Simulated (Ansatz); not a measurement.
## What (KF)3(LiCl)1 [001] superlattice, started as rocksalt type distorts into

Wanted: the energy along a soft mode of (KF)3(LiCl)1 [001] superlattice, started as rocksalt type and the structure at the end.

Method: DFT PBEsol, scalar-relativistic, plane waves, PAW, in Ansatz 0.2.0.

The structure was built from a prototype and need not be the compound's stable phase.

## (1) Starting point

The structure is tetragonal, space group P4/mmm (No. 123). Conventional cell: a = 3.669 Å, b = 3.669 Å, c = 11.233 Å, α = 90.00°, β = 90.00°, γ = 90.00°. Cl has 4 Li at 2.59 Å and 2 K at 2.98 Å nearest. Nearest to F lie 5 K at 2.60 to 2.74 Å. Nearest to F lie 6 K at 2.59 to 2.64 Å. Nearest to K lie 5 F at 2.60 to 2.64 Å and 1 Cl at 2.98 Å. Nearest to K lie 6 F at 2.59 to 2.74 Å. Nearest to Li lie 4 Cl at 2.59 Å. Farther neighbours and most contacts between anions are not listed.

Coordinates:

```cif
data_structure
_symmetry_space_group_name_H-M 'P4/mmm'
_symmetry_Int_Tables_number 123
_cell_length_a 3.6690
_cell_length_b 3.6690
_cell_length_c 11.2332
_cell_angle_alpha 90.000
_cell_angle_beta 90.000
_cell_angle_gamma 90.000
_cell_volume 151.22
loop_
_atom_site_label
_atom_site_type_symbol
_atom_site_symmetry_multiplicity
_atom_site_Wyckoff_symbol
_atom_site_fract_x
_atom_site_fract_y
_atom_site_fract_z
_atom_site_occupancy
Cl1 Cl 1 b 0.00000 0.00000 0.50000 1
F1 F 2 h 0.50000 0.50000 0.75588 1
F2 F 1 a 0.00000 0.00000 0.00000 1
K1 K 2 g 0.00000 0.00000 0.76511 1
K2 K 1 c 0.50000 0.50000 0.00000 1
Li1 Li 1 d 0.50000 0.50000 0.50000 1
```

## (2) Zone-centre response

The cell comes from relaxations at this level that are not shown. The zone centre is the only wavevector solved here; it holds the modes that light can see, as far as symmetry allows. The response to a homogeneous field gives the Born charges and the dielectric tensor, and its change with displacement the Raman tensors.

File input.yaml:

```yaml
crystal:
  lattice:
    - [2.5943761056, 2.5943761056, 0.0]
    - [-2.5943761056, 2.5943761056, 0.0]
    - [0.0, 0.0, 11.2332288308]
  atoms:
    - { symbol: Cl, position: [0.0, 0.0, 0.75] }
    - { symbol: F, position: [0.5, 0.5, 0.0058771443] }
    - { symbol: F, position: [0.0, 0.0, 0.25] }
    - { symbol: F, position: [0.5, 0.5, 0.4941228557] }
    - { symbol: K, position: [0.0, 0.0, 0.0151112498] }
    - { symbol: K, position: [0.5, 0.5, 0.25] }
    - { symbol: K, position: [0.0, 0.0, 0.4848887502] }
    - { symbol: Li, position: [0.5, 0.5, 0.75] }
kpoints:
  mp_grid: { grid: [8, 8, 2] }
hamiltonian:
  xc: pbesol
scf:
  occupations: { method: fixed }
output:
  eigenvalues: true
phonons:
  method: dfpt
  dielectric: true
  rigid_motions: translations
  raman: true
```

The run is started by

```console
$ ansatz run input.yaml --threads 4 --pin off --max-ram 14336MiB --backend cpu --events-out ev --progress --plain --runs-dir out
```

Numbers of over 12 decimals in the logs are rounded to 6 here.

The program printed:

```text
Engine: ansatz 0.2.0, x86_64-unknown-linux-gnu
Pseudopotentials: kind: paw
Pseudopotential: Cl, paw, valence charge 7, recommended cutoff 420 eV (normal), Cl.paw.azcp
Pseudopotential: F, paw, valence charge 7, recommended cutoff 420 eV (normal), F.paw.azcp
Pseudopotential: K, paw, valence charge 9, recommended cutoff 420 eV (normal), K.paw.azcp
Pseudopotential: Li, paw, valence charge 3, recommended cutoff 420 eV (normal), Li.paw.azcp
Functional definition: PBEsol
  exchange = pbesol_x
  correlation = pbesol_c
Crystal: 8 atoms, lattice volume = 151.217 Å³
Basis set: ecut = 420 eV, 2941 PW (Γ), exchange–correlation on 50×50×160 points (8 copies of the dense FFT grid, shifted against one another)
Bands: 37, of which v1, the nominal top of the filled ones, is band 29 counted from 1 (28 counted from 0)
Symmetry: 16 space group operations
k-points: 42 of 128 (irreducible under 2 space group operations, time reversal used)
Non-local potential: Cl, projectors of the file, l = 0: 2, l = 1: 2, l = 2: 2
Non-local potential: F, projectors of the file, l = 0: 2, l = 1: 2, l = 2: 1
Non-local potential: K, projectors of the file, l = 0: 3, l = 1: 2, l = 2: 2
Non-local potential: Li, projectors of the file, l = 0: 3, l = 1: 2, l = 2: 1
PAW form: soft (Blöchl's): semilocal exchange-correlation on the pseudo side does not see the compensation charge
PAW frozen core: Cl, regenerated for the run's functional, and the local potential with it (the file was generated under x = pbe(κ = 0.804, μ = 0.219515), c = pbe(β = 0.066725))
PAW frozen core: F, regenerated for the run's functional, and the local potential with it (the file was generated under x = pbe(κ = 0.804, μ = 0.219515), c = pbe(β = 0.066725))
PAW frozen core: K, regenerated for the run's functional, and the local potential with it (the file was generated under x = pbe(κ = 0.804, μ = 0.219515), c = pbe(β = 0.066725))
PAW one-centre angular grid: Cl, 110 points (default); XC on 64 Gauss nodes
PAW one-centre angular grid: F, 110 points (default); XC on 64 Gauss nodes
PAW one-centre angular grid: K, 110 points (default); XC on 64 Gauss nodes
PAW one-centre angular grid: Li, 110 points (default); XC on 64 Gauss nodes
Initial density: superposition of atomic densities (neutral atoms: chi_scale 0, normalization atom), corrected by the library's trained network
Initial wavefunctions: pseudopotential atomic-orbital guess
Functional: x = pbesol(κ = 0.804, μ = 0.123457), c = pbesol(β = 0.046)
SCF iter   1: F=—  HF=-8224.424767 eV  |F-HF|=—  |Δ(HF+E_count)|=         —  Δρ=1.01e-2  dr2=1.21e-1  ethr=1.77e-3  ⟨swp⟩=4.8  Hψ=6037  notcnv=0  defer=221
preconditioner: auto → Resta (q_TF=auto, 2.326 Å⁻¹)  ε∞=3.0  [insulator: Δε(μ)=5.459 eV  Ē_g=15.234 eV  n_scr=28 (ndim 8)  ℏωp=21.4 eV  f_vac=0.085  ε∞_Penn≈3.0]
SCF iter   2: F=—  HF=-8224.392754 eV  |F-HF|=—  |Δ(HF+E_count)|=   3.20e-2  Δρ=3.38e-3  dr2=1.21e-2  ethr=2.08e-4  ⟨swp⟩=2.0  Hψ=3026  notcnv=0  defer=250
SCF iter   3: F=—  HF=-8224.389915 eV  |F-HF|=—  |Δ(HF+E_count)|=   2.84e-3  Δρ=9.03e-4  dr2=3.15e-3  ethr=2.08e-5  ⟨swp⟩=2.0  Hψ=2419  notcnv=0  defer=250
SCF iter   4: F=—  HF=-8224.388992 eV  |F-HF|=—  |Δ(HF+E_count)|=   9.23e-4  Δρ=2.71e-4  dr2=3.50e-4  ethr=5.43e-6  ⟨swp⟩=2.9  Hψ=2264  notcnv=0  defer=250
SCF iter   5: F=—  HF=-8224.388918 eV  |F-HF|=—  |Δ(HF+E_count)|=   7.42e-5  Δρ=2.57e-4  dr2=6.65e-5  ethr=6.04e-7  ⟨swp⟩=2.0  Hψ=2423  notcnv=0  defer=250
SCF iter   6: F=—  HF=-8224.388905 eV  |F-HF|=—  |Δ(HF+E_count)|=   1.24e-5  Δρ=5.58e-5  dr2=3.59e-6  ethr=1.15e-7  ⟨swp⟩=2.0  Hψ=2516  notcnv=0  defer=200
SCF iter   7: F=—  HF=-8224.388906 eV  |F-HF|=—  |Δ(HF+E_count)|=   3.35e-7  Δρ=1.23e-5  dr2=2.39e-7  ethr=6.19e-9  ⟨swp⟩=2.1  Hψ=2109  notcnv=0  defer=125
SCF iter   8: F=—  HF=-8224.388906 eV  |F-HF|=—  |Δ(HF+E_count)|=   1.96e-7  Δρ=2.77e-6  dr2=1.11e-8  ethr=4.12e-10  ⟨swp⟩=2.1  Hψ=2344  notcnv=0  defer=125
SCF iter   9: F=—  HF=-8224.388906 eV  |F-HF|=—  |Δ(HF+E_count)|=   2.22e-8  Δρ=4.54e-7  dr2=3.27e-10  ethr=1.91e-11  ⟨swp⟩=2.0  Hψ=2539  notcnv=0  defer=125
SCF iter  10: F=-8224.388906 eV  HF=-8224.388906 eV  |F-HF|=2.73e-11  |Δ(HF+E_count)|=  6.73e-10  Δρ=1.07e-7  dr2=1.91e-11  ethr=1.00e-12  ⟨swp⟩=13.9  Hψ=10213  notcnv=0
SCF 1 converged in 10 iterations: F = -8224.388906 eV  dr2 = 1.91e-11
  greatest PAW one-centre occupation: 0.999 electrons in one spin orbital (limit 2), on the Li atom at site 7 (counted from 0), in its partial waves of l = 0
DFPT response loops at Γ: preconditioner auto → Resta (q_TF=auto, 2.326 Å⁻¹)  ε∞=3.2 (no band partly filled); β = 1.00, the filter's whole step (`scf.mixing.beta` (0.50) is not read by the response loops at its default; to damp them type it under 1.00, their step now; it binds the ground state too); Broyden in place of MSR1
── the response to a field inside a basis, on 8×8×4 k-points: an SCF that follows is theirs, and a resumed run solves both again ──
Bands: 30, of which v1, the nominal top of the filled ones, is band 29 counted from 1 (28 counted from 0)
k-points: 20 of 256
Initial density: handed on by an earlier stage of this run
Initial wavefunctions: pseudopotential atomic-orbital guess (no wavefunctions were taken with the density)
Eigensolver: Dense (20 Hₖ)
SCF iter   1: F=—  HF=-8224.294311 eV  |F-HF|=—  |Δ(HF+E_count)|=         —  Δρ=5.20e-4  dr2=1.08e-4  ethr=1.00e-1
preconditioner: auto → Resta (q_TF=auto, 2.326 Å⁻¹)  ε∞=3.4  [insulator: Δε(μ)=5.917 eV  Ē_g=13.827 eV  n_scr=28 (ndim 8)  ℏωp=21.4 eV  f_vac=0.078  ε∞_Penn≈3.4]
SCF iter   2: F=—  HF=-8224.294345 eV  |F-HF|=—  |Δ(HF+E_count)|=   3.40e-5  Δρ=2.14e-4  dr2=2.88e-5  ethr=1.86e-7
SCF iter   3: F=—  HF=-8224.294359 eV  |F-HF|=—  |Δ(HF+E_count)|=   1.42e-5  Δρ=1.14e-4  dr2=5.75e-6  ethr=4.97e-8
SCF iter   4: F=—  HF=-8224.294364 eV  |F-HF|=—  |Δ(HF+E_count)|=   5.21e-6  Δρ=8.17e-6  dr2=8.34e-8  ethr=9.92e-9
SCF iter   5: F=—  HF=-8224.294364 eV  |F-HF|=—  |Δ(HF+E_count)|=   5.77e-8  Δρ=5.33e-6  dr2=2.72e-8  ethr=1.44e-10
SCF iter   6: F=—  HF=-8224.294364 eV  |F-HF|=—  |Δ(HF+E_count)|=   2.86e-9  Δρ=1.76e-6  dr2=3.47e-9  ethr=4.68e-11
SCF iter   7: F=—  HF=-8224.294364 eV  |F-HF|=—  |Δ(HF+E_count)|=   4.35e-9  Δρ=3.22e-7  dr2=2.04e-10  ethr=5.98e-12
SCF iter   8: F=-8224.294364 eV  HF=-8224.294364 eV  |F-HF|=1.64e-11  |Δ(HF+E_count)|=  5.22e-10  Δρ=7.02e-8  dr2=1.04e-11  ethr=1.00e-12
SCF 1 converged in 8 iterations: F = -8224.294364 eV  dr2 = 1.04e-11
DFPT response loops at Γ: mixed as the last ones told, above
DFPT response loops at Γ: mixed as the last ones told, above
DFPT response loops at Γ: mixed as the last ones told, above
SCF converged after 10 iterations
[...]
ASR residual per site (eV/Å²): 1.27e-4 7.96e-5 3.76e-5 7.96e-5 2.98e-5 1.44e-4 2.98e-5 2.39e-4
  Γ frequencies (cm⁻¹): -172.36 0.00 0.00 0.00 50.50 50.50 56.28 56.28 78.32 78.32 107.23 130.81 161.38 161.38 190.78 211.38 214.62 214.62 215.57 215.57 217.90 217.90 227.72 247.96
  ε∞ (high-frequency dielectric tensor):
        2.212738    -0.000000     0.000000
       -0.000000     2.212738     0.000000
        0.000000     0.000000     2.175147
  softest optical mode at Γ: -172.36 cm⁻¹; the repairs (sum rule, projections) moved no ω² at Γ by more than (3.35 cm⁻¹)²
  Born effective charges Z* (e; rows j = field, columns β = displacement):
    site 0:
        -1.19869    0.00000    0.00000
         0.00000   -1.19869    0.00000
         0.00000    0.00000   -0.76812
    site 1:
        -1.19474   -0.00000   -0.00000
        -0.00000   -1.19474    0.00000
         0.00000    0.00000   -1.14318
    site 2:
        -1.15835    0.00000    0.00000
         0.00000   -1.15835    0.00000
         0.00000    0.00000   -1.20163
    site 3:
        -1.19474   -0.00000    0.00000
        -0.00000   -1.19474   -0.00000
        -0.00000    0.00000   -1.14318
    site 4:
         1.15077    0.00000   -0.00000
        -0.00000    1.15077   -0.00000
        -0.00000   -0.00000    1.11230
    site 5:
         1.16595    0.00000    0.00000
        -0.00000    1.16595    0.00000
         0.00000    0.00000    1.18218
    site 6:
         1.15077   -0.00000    0.00000
         0.00000    1.15077   -0.00000
         0.00000    0.00000    1.11230
    site 7:
         1.27903    0.00000    0.00000
         0.00000    1.27903    0.00000
         0.00000    0.00000    0.84932
  Z* charge neutrality: 3.542e-5 e pre-enforcement
  k-mesh period / interband length: 22.5 Å / 1.08 Å = 20.72 at k = (0.0000, 0.0000, 0.0000), direct gap 5.716 eV — 14 or more, which is no proof of convergence
  Raman tensors (in the event stream and the table raman_tensors.tsv): an entry may err by 1.1e-2 Å², one of the second-order susceptibility by 7.0e-20 pm/V (basis, points and sum rule); their sum over the sites missed zero by 5.551e-17 Å² ahead of its enforcement
  optical modes at Γ without the LO–TO term, one row a degenerate level:
      ω (cm⁻¹)  modes    IR ((D/Å)²/amu)  static Raman (Å⁴/amu)  depolarisation
       -172.36      1             6.3567                 0.0000               —
         50.50      2             0.7405                 0.0000               —
         56.28      2             0.0000                 0.0093           0.750
         78.32      2             0.3455                 0.0000               —
        107.23      1             0.0000                 0.0076           0.074
        130.81      1             0.5412                 0.0000               —
        161.38      2             9.4387                 0.0000               —
        190.78      1             0.3913                 0.0000               —
        211.38      1             2.0615                 0.0000               —
        214.62      2            16.3689                 0.0000               —
        215.57      2             0.0000                 0.0033           0.750
        217.90      2             0.7756                 0.0000               —
        227.72      1             0.0000                 0.0616           0.244
        247.96      1             0.6434                 0.0000               —
  optical modes at Γ + LO–TO along q̂ = [1.0000, 0.0000, 0.0000]:
      ω (cm⁻¹)  modes    IR ((D/Å)²/amu)  static Raman (Å⁴/amu)  depolarisation
       -172.36      1             6.3567                 0.0000               —
         50.50      1             0.3702                 0.0000               —
         56.10      1             0.0230                 0.0000               —
         56.28      2             0.0000                 0.0093           0.750
         78.32      1             0.1727                 0.0000               —
         80.42      1             0.0153                 0.0000               —
        107.23      1             0.0000                 0.0076           0.074
        130.81      1             0.5412                 0.0000               —
        161.38      1             4.7194                 0.0000               —
        179.66      1             0.1475                 0.0000               —
        190.78      1             0.3913                 0.0000               —
        211.38      1             2.0615                 0.0000               —
        214.62      1             8.1844                 0.0000               —
        215.57      2             0.0000                 0.0033           0.750
        217.76      1             0.0002                 0.0000               —
        217.90      1             0.3878                 0.0000               —
        227.72      1             0.0000                 0.0616           0.244
        247.96      1             0.6434                 0.0000               —
        356.58      1            13.6485                 0.0000               —
  optical modes at Γ + LO–TO along q̂ = [0.0000, 1.0000, 0.0000]:
      ω (cm⁻¹)  modes    IR ((D/Å)²/amu)  static Raman (Å⁴/amu)  depolarisation
       -172.36      1             6.3567                 0.0000               —
         50.50      1             0.3702                 0.0000               —
         56.10      1             0.0230                 0.0000               —
         56.28      2             0.0000                 0.0093           0.750
         78.32      1             0.1727                 0.0000               —
         80.42      1             0.0153                 0.0000               —
        107.23      1             0.0000                 0.0076           0.074
        130.81      1             0.5412                 0.0000               —
        161.38      1             4.7194                 0.0000               —
        179.66      1             0.1475                 0.0000               —
        190.78      1             0.3913                 0.0000               —
        211.38      1             2.0615                 0.0000               —
        214.62      1             8.1844                 0.0000               —
        215.57      2             0.0000                 0.0033           0.750
        217.76      1             0.0002                 0.0000               —
        217.90      1             0.3878                 0.0000               —
        227.72      1             0.0000                 0.0616           0.244
        247.96      1             0.6434                 0.0000               —
        356.58      1            13.6485                 0.0000               —
  optical modes at Γ + LO–TO along q̂ = [0.0000, 0.0000, 1.0000]:
      ω (cm⁻¹)  modes    IR ((D/Å)²/amu)  static Raman (Å⁴/amu)  depolarisation
        -59.47      1             2.0098                 0.0000               —
         50.50      2             0.7405                 0.0000               —
         56.28      2             0.0000                 0.0093           0.750
         78.32      2             0.3455                 0.0000               —
        107.23      1             0.0000                 0.0076           0.074
        143.60      1             0.4579                 0.0000               —
        161.38      2             9.4387                 0.0000               —
        193.71      1             0.0673                 0.0000               —
        214.62      2            16.3689                 0.0000               —
        215.57      2             0.0000                 0.0033           0.750
        217.90      2             0.7756                 0.0000               —
        227.72      1             0.0000                 0.0616           0.244
        237.60      1             0.5596                 0.0000               —
        289.33      1             6.8994                 0.0000               —
[key lines of the parts left out:]
Free energy (F): -8224.388906 eV
Fermi energy:    1.364384 eV
```

The job ended after 3.1 min (4 threads of Intel Xeon Platinum 8375C at 2.90GHz (Ice Lake), shared host; peak memory 2.2 GiB).

Numbers from this step:

```yaml
gap_on_the_k_mesh: 5.716 eV
volume_per_atom: 18.90 Å³
sum_rule_residual_before_enforcement: 2.39e-4 eV/Å²
miss_of_the_charge_sum_rule: 3.54e-5 e
point_group: 4/mmm
highest_optical_mode_at_the_zone_centre_no_lo_to_term: 248.0 cm⁻¹
lowest_optical_zone_centre_mode: -172.4 cm⁻¹
mean_high_frequency_dielectric_constant: 2.200
largest_born_charge_third_of_the_trace: -1.178 e
top_of_the_zone_centre_spectrum_with_the_field: 356.6 cm⁻¹
```

Without the LO-TO term. Patterns of degenerate modes are one choice out of their space. Modes at Γ, with each element's share of the kinetic energy (negative means imaginary):

| mode | frequency (cm⁻¹) | symmetry | Cl % | F % | K % | Li % |
| --- | --- | --- | --- | --- | --- | --- |
| 1 | -172.4 | A2u | 2 | 38 | 2 | 58 |
| 2 | 0.0 | acoustic | 16 | 26 | 54 | 3 |
| 3 | 0.0 | acoustic | 16 | 26 | 54 | 3 |
| 4 | 0.0 | acoustic | 16 | 26 | 54 | 3 |
| 5 | 50.5 | Eu | 76 | 6 | 16 | 2 |
| 6 | 50.5 | Eu | 76 | 6 | 16 | 2 |
| 7 | 56.3 | Eg | 0 | 29 | 71 | 0 |
| 8 | 56.3 | Eg | 0 | 29 | 71 | 0 |
| 9 | 78.3 | Eu | 4 | 30 | 65 | 0 |
| 10 | 78.3 | Eu | 4 | 30 | 65 | 0 |
| 11 | 107.2 | A1g | 0 | 56 | 44 | 0 |
| 12 | 130.8 | A2u | 22 | 8 | 69 | 1 |
| 13 | 161.4 | Eu | 4 | 0 | 3 | 93 |
| 14 | 161.4 | Eu | 4 | 0 | 3 | 93 |
| 15 | 190.8 | A2u | 3 | 40 | 43 | 15 |
| 16 | 211.4 | A2u | 39 | 35 | 21 | 4 |
| 17 | 214.6 | Eu | 0 | 69 | 31 | 1 |
| 18 | 214.6 | Eu | 0 | 69 | 31 | 1 |
| 19 | 215.6 | Eg | 0 | 71 | 29 | 0 |
| 20 | 215.6 | Eg | 0 | 71 | 29 | 0 |
| 21 | 217.9 | Eu | 0 | 69 | 31 | 1 |
| 22 | 217.9 | Eu | 0 | 69 | 31 | 1 |
| 23 | 227.7 | A1g | 0 | 44 | 56 | 0 |
| 24 | 248.0 | A2u | 18 | 53 | 11 | 18 |

Displacements in mode 1 (-172.4 cm⁻¹), the largest set to 1:
```
Cl1  0.00  0.00  0.09
F2   0.00  0.00 -0.34
F3   0.00  0.00 -0.11
F4   0.00  0.00 -0.34
K5   0.00  0.00  0.03
K6   0.00  0.00  0.06
K7   0.00  0.00  0.03
Li8  0.00  0.00  1.00
```

Displacements in mode 17 (214.6 cm⁻¹), the largest set to 1:
```
Cl1  0.00 -0.02  0.00
F2   0.01  0.74  0.00
F3   0.02  1.00  0.00
F4   0.01  0.74  0.00
K5  -0.01 -0.32  0.00
K6  -0.01 -0.50  0.00
K7  -0.01 -0.32  0.00
Li8  0.00 -0.25  0.00
```

Before it was imposed, the acoustic sum rule was missed by 2.4e-4 eV/Å² and the charge sum rule by 3.5e-5 e. Small misses are needed for a sound result but don't prove that mesh and cutoff are converged. The lowest optical mode is imaginary, 172.4i cm⁻¹, so the energy falls along it.

## (3) The mode frozen in, largest atomic shift 0 Å

The mode followed lies at Γ with frequency 172.4i cm⁻¹, the softest among the wavevectors solved. At small amplitude the distorted cell has space group no. 99 by a symmetry search on the positions. The undistorted cell that holds it gives the zero of energy on the same k mesh.

Edit input.yaml of step 2 so:

```diff
@@ -19,9 +19,6 @@
 scf:
-  occupations: { method: fixed }
+  occupations: { method: gaussian, width: 0.02 }
 output:
+  forces: true
+  stress: true
   eigenvalues: true
-phonons:
-  method: dfpt
-  dielectric: true
-  rigid_motions: translations
-  raman: true
```

The program printed:

```text
[...]
Crystal: 8 atoms, lattice volume = 151.217 Å³
Basis set: ecut = 420 eV, 2941 PW (Γ), exchange–correlation on 50×50×160 points (8 copies of the dense FFT grid, shifted against one another)
Bands: 37, of which v1, the nominal top of the filled ones, is band 29 counted from 1 (28 counted from 0)
Symmetry: 16 space group operations
[...]
k-points: 30 of 128
[...]
k-point 0: bands = [... 25 lower, 1.3397, 1.3397, 1.3643, 1.3643, 7.0803, 8.5942, 9.0320, 9.4301, ... 3 higher]
  k-point 1: bands = [... 25 lower, 1.3463, 1.3463, 1.3576, 1.3576, 7.4080, 7.8643, 9.4935, 10.0404, ... 3 higher]
  k-point 2: bands = [... 25 lower, 1.2398, 1.2718, 1.2814, 1.3085, 7.3829, 8.8173, 9.1175, 9.6688, ... 3 higher]
  k-point 29: bands = [... 25 lower, 1.2550, 1.2550, 1.2638, 1.2638, 9.1436, 9.5683, 9.5683, 9.8744, ... 3 higher]
[key lines of the parts left out:]
SCF converged after 8 iterations
Free energy (F): -8224.388906 eV
Fermi energy:    4.222333 eV
P = ⅓ Tr σ = 0.0049 GPa (0.049 kbar)
```

The job ended after 2.2 s (4 threads; peak memory 0.59 GiB).

Numbers from this step:

| Quantity | Value |
| --- | --- |
| pressure | 0.004874 GPa |
| energy from the undistorted cell | 0 meV/atom |

At this level the gap is 5.72 eV on the k-mesh of the self-consistent run, which can miss the band edges.

(Part 1 of 4 ends here.)

[Logs are printed without paths, hosts, clocks, repeated set-up lines and the standing remarks that a program may print on its own settings, such as how far it seeks lower states.]

[Hosts, paths, dates, database ids (printed as entryN), source tags and the programs' standing remarks are cut or masked in the printed files.]
